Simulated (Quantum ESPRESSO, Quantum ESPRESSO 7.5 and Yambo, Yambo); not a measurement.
# Al2O3 (Corundum): G0W0 on several meshes in Yambo

How does the mesh move the gap of Al2O3 (Corundum)?

Program: Quantum ESPRESSO 7.5 and Yambo 5.3.0. Level of theory: PBE and many-body steps on it, plane waves. Results are calculated unless marked as measured.

## Step 1: The structure

Symmetry: R-3c, No. 167, trigonal system. Conventional cell: a = 4.760 Å, b = 4.760 Å, c = 12.996 Å, α = 90.00°, β = 90.00°, γ = 120.00°. Nearest to Al lie 6 O at 1.85 to 1.97 Å. Nearest to O lie 4 Al at 1.85 to 1.97 Å. Farther neighbours and most contacts between anions are not listed.

As a file:

```cif
data_structure
_symmetry_space_group_name_H-M 'P 1'
_symmetry_Int_Tables_number 1
_cell_length_a 5.1302
_cell_length_b 5.1302
_cell_length_c 5.1302
_cell_angle_alpha 55.287
_cell_angle_beta 55.287
_cell_angle_gamma 55.287
_cell_volume 85.02
loop_
_atom_site_label
_atom_site_type_symbol
_atom_site_fract_x
_atom_site_fract_y
_atom_site_fract_z
_atom_site_occupancy
Al1 Al 0.35216 0.35216 0.35216 1
Al2 Al 0.14784 0.14784 0.14784 1
Al3 Al 0.64784 0.64784 0.64784 1
Al4 Al 0.85216 0.85216 0.85216 1
O5 O 0.55668 0.94332 0.25000 1
O6 O 0.25000 0.55668 0.94332 1
O7 O 0.94332 0.25000 0.55668 1
O8 O 0.44332 0.05668 0.75000 1
O9 O 0.75000 0.44332 0.05668 1
O10 O 0.05668 0.75000 0.44332 1
```

The cell and positions come from the Crystallography Open Database and are kept as given unless a step says otherwise.

## Step 2: Empty states on the mesh, 2×2×2 mesh, 113 bands

This step: Quantum ESPRESSO 7.5; DFT, PBE, plane waves, norm-conserving pseudopotentials.

The sums over transitions need many empty states on a uniform mesh; this step solves for them.

Contents of pw.in:

```
&control
  calculation = 'nscf'
  prefix = 'x'
  outdir = 'o'
  pseudo_dir = 'pseudo'
/
&system
  ibrav = 0
  nat = 10
  ntyp = 2
  ecutwfc = 72.0
  nbnd = 113
  force_symmorphic = .true.
/
&electrons
  conv_thr = 1e-9
  electron_maxstep = 80
  diago_full_acc = .true.
  diago_thr_init = 5e-6
/
ATOMIC_SPECIES
  Al 26.982 Al.upf
  O 15.999 O.upf
CELL_PARAMETERS angstrom
  2.3802500000 1.3742379782 4.3318666667
  -2.3802500000 1.3742379782 4.3318666667
  -0.0000000000 -2.7484759565 4.3318666667
ATOMIC_POSITIONS crystal
  Al 0.3521600000 0.3521600000 0.3521600000
  Al 0.1478400000 0.1478400000 0.1478400000
  Al 0.6478400000 0.6478400000 0.6478400000
  Al 0.8521600000 0.8521600000 0.8521600000
  O 0.5566800000 0.9433200000 0.2500000000
  O 0.2500000000 0.5566800000 0.9433200000
  O 0.9433200000 0.2500000000 0.5566800000
  O 0.4433200000 0.0566800000 0.7500000000
  O 0.7500000000 0.4433200000 0.0566800000
  O 0.0566800000 0.7500000000 0.4433200000
K_POINTS automatic
  2 2 2 0 0 0
```

Started as:

```console
$ OMP_NUM_THREADS=1 mpirun -n 8 pw.x -nk 4 -in pw.in > pw.out
```

What it wrote:

```text
Program PWSCF v.7.5 starts

     This program is part of the open-source Quantum ESPRESSO suite
     for quantum simulation of materials; please cite
         "P. Giannozzi et al., J. Phys.:Condens. Matter 21 395502 (2009);
         "P. Giannozzi et al., J. Phys.:Condens. Matter 29 465901 (2017);
         "P. Giannozzi et al., J. Chem. Phys. 152 154105 (2020);
     in publications or presentations arising from this work. More details at

     Atomic positions and unit cell read from directory:
     o/x.save/

     Message from routine setup:
[...]
59.8850

          k = 0.5388 0.3111-0.3948 (  5922 PWs)   bands (ev):

[...]
42.1619  42.3520  42.5004  43.0966  43.6287  44.2546  44.9850  45.4298
     [... 3 further rows ...]
    57.0695  57.0858  57.5337  57.5921  58.0358  58.8766  59.0887  59.5105
    60.1749

          k = 0.0000 0.0000-0.5921 (  5908 PWs)   bands (ev):

     highest occupied, lowest unoccupied level (ev):     7.7188   13.9851

     XML data file, pseudopotentials, collected wavefunctions

=------------------------------------------------------------------------------=
   JOB DONE.
=------------------------------------------------------------------------------=
```

The job ended after 4.9 s (8 MPI ranks of Arm Neoverse V2, shared host; peak memory 0.65 GiB; 39 s of CPU time).

Numbers from this step:

| Item | Value |
| --- | --- |
| gap | 6.266 eV |
| k of the valence top | 0, 0, 0 |
| k of the conduction bottom | 0, 0, 0 |
| least direct gap | 6.266 eV |
| k points computed | 4 |
| lowest point of the top converged band, above the valence top | 52.1663 eV |

On this mesh the gap is 6.266 eV.

The density comes from a self-consistent run that is not shown.

## Step 3: Conversion and set-up

This step: Yambo 5.3.0; conversion and set-up on PBE, plane waves, norm-conserving pseudopotentials.

The states are converted to the many-body program's format and the q mesh is built.

Started as:

```console
$ (cd o/x.save; p2y > p2y.log; mv SAVE ../..); yambo > setup.log
```

What it wrote:

```text
 Yambo, version 5.3.0

 [02] CORE Variables Setup
 =========================

  [02.01] Unit cells
  ==================

  Cell kind             :  Unknown
  Atoms in the cell     :  Al  O
  number of Al atoms    :   4
  number of O  atoms    :   6

  List of atomic masses
  Mass of Al    :  26.98200
  Mass of O     :  15.99900

  List of atomic coordinates    : [cc]
  Al1       :  0.35418E-16 -0.66549E-10   8.6484      order 1
  Al2       : -0.25722E-16 -0.27938E-10   3.6307      order 2
  Al3       :  0.25306E-15 -0.12242E-09   15.910      order 3
[...]
[03] Transferred momenta grid and indexing
 ==========================================

 IBZ Q-points                                      :   4
 BZ  Q-points                                      :   8

 K/Q-points units:
 rlu = crystal or reduced units; cc = cartesian coordinates; iku = interal k-units

 Q [1]          [rlu]:  0.000000  0.000000  0.000000
 Q [2]          [rlu]:  0.26965E-16  0.54720E-16 -0.50000
 Q [3]          [rlu]:  0.11061E-15 -0.50000     -0.50000
 Q [4]          [rlu]: -0.500000 -0.500000 -0.500000

  [03.01] X indexes
  =================

   [03.01.01] Sigma indexes
   ========================

 [06] Game Over & Game summary
```

Run time: 1.9 s. Hardware: 1 MPI rank; peak memory 0.24 GiB.

## Step 4: 2×2×2

G0W0 replaces the xc potential by the self-energy, built once from these orbitals. Only a window of levels is corrected, while the sums run over the empty bands that the input names.

This step: G0W0 on PBE, plane waves, norm-conserving pseudopotentials.

Contents of gw13.in:

```
HF_and_locXC
gw0
dyson
ppa
em1d
rim_cut
RandQpts= 1000000
RandGvec= 1 RL
EXXRLvcs= 72 Ry
VXCRLvcs= 288 Ry
Chimod= "HARTREE"
% BndsRnXp
 1 | 113 |
%
NGsBlkXp= 9 Ry
% LongDrXp
 1 | 1 | 1 |
%
% GbndRnge
 1 | 113 |
%
DysSolver= "n"
ExtendOut
PPAPntXp= 27.21138 eV
% QPkrange
 1 | 1 | 23 | 26 |
%
```

Started as:

```console
$ OMP_NUM_THREADS=2 mpirun -n 4 yambo -F gw13.in -J gw13 -C gw13 > gw13.log
```

What it wrote:

```text
 Yambo, version 5.3.0

 [02] CORE Variables Setup
 =========================

  [... cell, symmetries and grids as in the set-up ...]

  [02.05] Energies & Occupations
  ==============================

  [X] === General ===
  [X] Electronic Temperature                        :  0.000000  0.000000 [eV K]
  [X] Bosonic    Temperature                        :  0.000000  0.000000 [eV K]
  [X] Finite Temperature mode                       : no
  [X] El. density                                   :  0.56459E+24 [cm-3]
  [X] Fermi Level                                   :  7.718763 [eV]

  [X] === Gaps and Widths ===
  [X] Conduction Band Min                           :  6.266286 [eV]
  [X] Valence Band Max                              :  0.000000 [eV]
  [X] Filled Bands                                  :  24
  [X] Empty Bands                                   :   25  113
  [X] Direct Gap                                    :  6.266286 [eV]
  [X] Direct Gap localized at k                     :  1
  [X] Indirect Gap                                  :  6.266286 [eV]
  [X] Indirect Gap between kpts                     :  1  1
  [X] Last valence band width                       :  0.379572 [eV]
  [X] 1st conduction band width                     :  3.414026 [eV]

 [03] Transferred momenta grid and indexing
 ==========================================

 IBZ Q-points                                      :   4
 BZ  Q-points                                      :   8

 K/Q-points units:
 rlu = crystal or reduced units; cc = cartesian coordinates; iku = interal k-units

 Q [1]          [rlu]:  0.000000  0.000000  0.000000
 Q [2]          [rlu]:  0.26965E-16  0.54720E-16 -0.50000
 Q [3]          [rlu]:  0.11061E-15 -0.50000     -0.50000
 Q [4]          [rlu]: -0.500000 -0.500000 -0.500000

 [04] Coloumb potential Random Integration (RIM)
 ===============================================

  [04.01] RIM initialization
  ==========================

  * Diagonal components only detected *

  8 x (sBL volume)        :  0.432347 [a.u.]
  sBZ random points       :  1000000
  Points outside the sBZ  :   7999485
  RL volume               :  0.432347 [a.u.]
  Integrated volume       :  0.432375 [a.u.]

  [04.02] RIM integrals
  =====================

  Gamma point sphere radius             :  0.137160 [a.u.]
  Points outside the sphere             :   799574
  [Int_sBZ(q=0) 1/q^2]*(Vol_sBZ)^(-1/3) =:  7.756510
                                 should be <:  7.795600

  Summary of Coulomb integrals for non-metallic bands |Q|[au] RIM/Bare

  Q [1] 0.100000E-4 0.994986 * Q [4] 0.383774 1.038031
  Q [2] 0.423049 1.072297 * Q [3] 0.477561 1.063829

 [05] Dipoles
 ============

  [05.01] Setup: observables and procedures
  =========================================

  [WARNING] [x,Vnl] slows the Dipoles computation. To neglect it rename the ns.kb_pp file

 [06] Dynamic Dielectric Matrix (PPA)
 ====================================

 [WR./gw13//ndb.pp]--------------------------------------------------------------
  Brillouin Zone Q/K grids (IBZ/BZ)                :   4   8   4   8
  RL vectors                                       :   6941 [WF]
  Coulomb cutoff potential                         : none
  Electronic Temperature                           :  0.000000 [K]
  Bosonic    Temperature                           :  0.000000 [K]
  PPA    diel. fun.  energies                      : Perdew, Burke & Ernzerhof(X)+Perdew, Burke & Ernzerhof(C)
  wavefunctions                                    : Perdew, Burke & Ernzerhof(X)+Perdew, Burke & Ernzerhof(C)
  Global Gauge                                     : length
  X matrix size                                    :  283
  X band range                                     :    1  113
  X e/h energy range                               : -1.000000 -1.000000 [eV]
  X Time ordering                                  : R
  X Hxc Kernel                                     : HARTREE
  X Drude frequency                                :  0.000000  0.000000
  X poles                                          :  100.0000 [o/o]
  RL vectors in the sum                            :   6941
  [r,Vnl] included                                 : yes
  Field direction                                  :  0.577350E-5  0.577350E-5  0.577350E-5
  BZ energy Double Grid                            : no
  BZ energy DbGd points                            : 0
  BZ Q point size factor                           : -1.000000
  X Optical Averaged directions                    : none

 [07] Local Exchange-Correlation + Non-Local Fock
 ================================================

 [VXC] Plane waves :   47361
 [EXS] Plane waves :   5903

 QP @ state[ 1 ] K range:  1  1
 QP @ state[ 1 ] b range:  23  26

 [xc] Functional : Perdew, Burke & Ernzerhof(X)+Perdew, Burke & Ernzerhof(C)
 [xc] LIBXC used to calculate xc functional
  PP Number of Atomic Species                      :  2
  NLCC RL compoments                               :   47361
  PP Number of Atomic Species                      :  2
  NLCC RL compoments                               :   47361

 [xc] E_xc :  -25.10155 [Ha]
      E_xc :  -50.20310 [Ry]

  Local XC kind (lXC) : Perdew, Burke & Ernzerhof(X)+Perdew, Burke & Ernzerhof(C)
  Non-Local XC kind (nlXC) : Hartree-Fock

  Corrections @ K [1] :  [eV]
 <23|nlXC|23> = -25.65874  0.95956E-17 <23|lXC|23> = -20.46918  0.75527E-15
 <24|nlXC|24> = -25.53395  0.44880E-17 <24|lXC|24> = -20.39927  0.13467E-22
 <25|nlXC|25> = -8.686766 -0.35539E-17 <25|lXC|25> = -13.77507  0.18881E-15
 <26|nlXC|26> = -5.998020  0.92736E-18 <26|lXC|26> = -11.41791 -0.18882E-15

 [08] Dyson equation: Newton solver
 ==================================

  [08.01] G0W0 (W PPA)
  ====================

  [  GW  ] Bands range     :    1  113
  [GW/PPA] G damping       :  0.100000 [eV]

  QP @ state[ 1 ] K range:  1  1
  QP @ state[ 1 ] b range:  23  26

   Sc/G bands                                       :    1  113
   Sc/G damping                                     :  0.100000 ev
   Sc bands terminator                              : no
   Sx RL components                                 :   5903

   QP @ state[ 1 ] K range                          :  1  1
   QP @ state[ 1 ] b range                          :  23  26
   GF energies kind                                 : Perdew, Burke & Ernzerhof(X)+Perdew, Burke & Ernzerhof(C)
   GF WF`s kind                                     : Perdew, Burke & Ernzerhof(X)+Perdew, Burke & Ernzerhof(C)
   Xs energies kind                                 : Perdew, Burke & Ernzerhof(X)+Perdew, Burke & Ernzerhof(C)
   Xs WF`s kind                                     : Perdew, Burke & Ernzerhof(X)+Perdew, Burke & Ernzerhof(C)

 [11] Game Over & Game summary
```

Elapsed: 8.3 s, on 4 MPI ranks; peak memory 1.4 GiB.

This step gave:

```
G0W0 gap on the points computed              : 8.398 eV
starting gap on the mesh                     : 6.266 eV
k of the valence top                         : 0, 0, 0
k of the conduction bottom                   : 0, 0, 0
least direct G0W0 gap on the computed points : 8.398 eV
Z at the valence top                         : 0.8212
Z at the conduction bottom                   : 0.8559
```

The gap on the mesh goes from 6.27 eV to 8.40 eV, a correction of +2.13 eV.

## Step 5: Empty states on the mesh, 6×6×6 mesh, 113 bands

This step: Quantum ESPRESSO 7.5; DFT, PBE, plane waves, norm-conserving pseudopotentials.

Edit pw.in of step 2 so:

```diff
@@ -39,2 +39,2 @@
 K_POINTS automatic
-  2 2 2 0 0 0
+  6 6 6 0 0 0
```

Started as:

```console
$ OMP_NUM_THREADS=1 mpirun -n 8 pw.x -nk 4 -in pw.in > pw.out
```

What it wrote:

```text
[banner, memory and clock lines left out]
Program PWSCF v.7.5 starts

     Atomic positions and unit cell read from directory:
     o/x.save/

     Message from routine setup:
     using ibrav=0 with symmetry is DISCOURAGED, use correct ibrav instead

     bravais-lattice index     =            0
     lattice parameter (alat)  =       9.6947  a.u.
     unit-cell volume          =     573.7299 (a.u.)^3
     number of atoms/cell      =           10
     number of atomic types    =            2
     number of electrons       =        48.00
[...]
60.0637

          k = 0.0000-0.2074 0.0658 (  5895 PWs)   bands (ev):

[...]
[... 3 further rows ...]
[...]
60.0482

          k = 0.0000-0.4148 0.1316 (  5926 PWs)   bands (ev):

[...]
42.4211  42.6001  43.4432  43.5215  45.0674  45.2875  45.6847  45.7716
     [... 3 further rows ...]
    56.4366  57.1413  57.5684  57.8548  58.8662  58.8790  59.2758  59.5937
    60.0565

          k = 0.0000 0.6222-0.1974 (  5936 PWs)   bands (ev):

     [... further k-points ...]

     highest occupied, lowest unoccupied level (ev):     7.7188   13.9851

     XML data file, pseudopotentials, collected wavefunctions
```

The job ended after 43 s (8 MPI ranks; peak memory 0.66 GiB).

Numbers from this step:

- gap: 6.266 eV
- k of the valence top: 0, 0, 0
- k of the conduction bottom: 0, 0, 0
- least direct gap: 6.266 eV
- k points computed: 40
- lowest point of the top converged band, above the valence top: 52.0379 eV

On this mesh the gap is 6.266 eV.

(Part 1 of 2 ends here.)

[Paths, hosts, dates, memory and timing lines, banners, echoed tables and standing remarks are left out of the program output.]

[Logs are printed without paths, hosts, clocks, repeated set-up lines and the standing remarks that a program may print on its own settings, such as how far it seeks lower states.]

[Runs of the session that timed out or met a known fault of the program may be left out.]

[Hosts, paths, dates, database ids (printed as entryN), source tags and the programs' standing remarks are cut or masked in the printed files.]
